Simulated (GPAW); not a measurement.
## Polymorphs of AlN told apart by optics

Method, alike for all: GPAW, PBE, RPA, without spin-orbit coupling, line width 0.15 eV (Lorentzian).

Structure 1:

Symmetry: P6_3mc, No. 186, hexagonal system. Conventional cell: a = 3.113 Å, b = 3.113 Å, c = 4.981 Å, α = 90.00°, β = 90.00°, γ = 120.00°. Al on site b is surrounded by 4 N at 1.89 Å. Around N on site b lie 4 Al at 1.89 Å.

Structure 2:

Symmetry: F-43m, No. 216, cubic system. Conventional cell: a = 4.368 Å, b = 4.368 Å, c = 4.368 Å, α = 90.00°, β = 90.00°, γ = 90.00°. Around Al on site a lie 4 N at 1.89 Å. N on site d has 4 Al at 1.89 Å as nearest neighbours.

Spectrum A:

```csv
E (eV),Im ε
0.00,0.00
0.50,0.01
1.00,0.01
1.50,0.02
2.00,0.03
2.50,0.04
3.00,0.06
3.50,0.09
4.00,0.17
4.50,0.41
5.00,0.92
5.50,1.18
6.00,2.66
6.50,4.19
7.00,5.80
7.50,6.91
8.00,7.85
8.50,6.61
9.00,4.82
9.50,3.95
10.00,3.59
10.50,3.45
11.00,3.97
11.50,3.70
12.00,3.86
```

Spectrum B:

| E (eV) | Im ε |
| --- | --- |
| 0.00 | 0.00 |
| 0.25 | 0.00 |
| 0.50 | 0.01 |
| 0.75 | 0.01 |
| 1.00 | 0.02 |
| 1.25 | 0.02 |
| 1.50 | 0.03 |
| 1.75 | 0.03 |
| 2.00 | 0.04 |
| 2.25 | 0.05 |
| 2.50 | 0.05 |
| 2.75 | 0.07 |
| 3.00 | 0.08 |
| 3.25 | 0.10 |
| 3.50 | 0.12 |
| 3.75 | 0.17 |
| 4.00 | 0.29 |
| 4.25 | 0.44 |
| 4.50 | 0.94 |
| 4.75 | 1.05 |
| 5.00 | 1.47 |
| 5.25 | 2.28 |
| 5.50 | 2.67 |
| 5.75 | 3.29 |
| 6.00 | 3.81 |
| 6.25 | 4.49 |
| 6.50 | 5.12 |
| 6.75 | 5.40 |
| 7.00 | 6.08 |
| 7.25 | 7.34 |
| 7.50 | 6.53 |
| 7.75 | 6.71 |
| 8.00 | 7.19 |
| 8.25 | 5.60 |
| 8.50 | 4.10 |
| 8.75 | 2.83 |
| 9.00 | 2.66 |
| 9.25 | 3.33 |
| 9.50 | 3.54 |
| 9.75 | 4.37 |
| 10.00 | 4.46 |
| 10.25 | 3.69 |
| 10.50 | 3.56 |
| 10.75 | 3.64 |
| 11.00 | 4.53 |
| 11.25 | 4.47 |
| 11.50 | 3.83 |
| 11.75 | 3.86 |
| 12.00 | 3.84 |

Q: Match each spectrum to its structure.

A: A is structure 1 (P6_3mc, 10.5 Å³ an atom): ε∞ = 4.28 along the first axis, strongest peak along the first axis at 7.93 eV. B is structure 2 (F-43m, 10.4 Å³ an atom): ε∞ = 4.42 along the first axis, strongest peak along the first axis at 7.29 eV.

[Logs are printed without paths, hosts, clocks, repeated set-up lines and the standing remarks that a program may print on its own settings, such as how far it seeks lower states.]
